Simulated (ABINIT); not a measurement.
Planning a run of ABINIT 10.8.3 on WS2 (Tungstenite). The input:

```
acell 3*1.0 Angstrom
rprim 
  1.579000000014 0.911636075086 6.163333333296
  -1.579000000014 0.911636075086 6.163333333296
  0.000000000000 -1.823272150090 6.163333333308
ntypat 2
znucl 74 16
natom 3
typat 1 2 2
xred 
  0.000000000000 0.000000000000 0.000000000000
  0.249700000000 0.249700000000 0.249700000000
  0.419000000000 0.419000000000 0.419000000000
pp_dirpath "pseudos"
pseudos "W.upf, S.upf"
ecut 29
ngkpt 8 8 8
nshiftk 1
shiftk 0 0 0
kptopt 1
chksymbreak 0
nband 18
occopt 1
tolvrs 1e-10
nstep 60
prtwf 0
indata_prefix "in"
outdata_prefix "out"
tmpdata_prefix "tmp"
```

```sh
OMP_NUM_THREADS=1 mpirun -n 4 abinit run.abi > log
```

Q: Estimate wall time and host memory on 4 MPI ranks of Arm Neoverse V1, shared host.

It took 86 s; on shared hardware allow 43 s to 2.9 min. Peak host memory was 0.46 GiB.

[Paths, hosts, dates, memory and timing lines, banners, echoed tables and standing remarks are left out of the program output.]

[Logs are printed without paths, hosts, clocks, repeated set-up lines and the standing remarks that a program may print on its own settings, such as how far it seeks lower states.]

[Runs of the session that timed out or met a known fault of the program may be left out.]

[Hosts, paths, dates, database ids (printed as entryN), source tags and the programs' standing remarks are cut or masked in the printed files.]

[G0W0 gaps are taken among the corrected bands and points alone; a level outside them can change the order at an edge.]

[Where Ansatz stands beside ABINIT at settings called matched, ABINIT's density can come from a denser mesh and the files from another edition; pairs whose starting gaps differed by over 0.03 eV were left out, so agreement reads better than it is.]
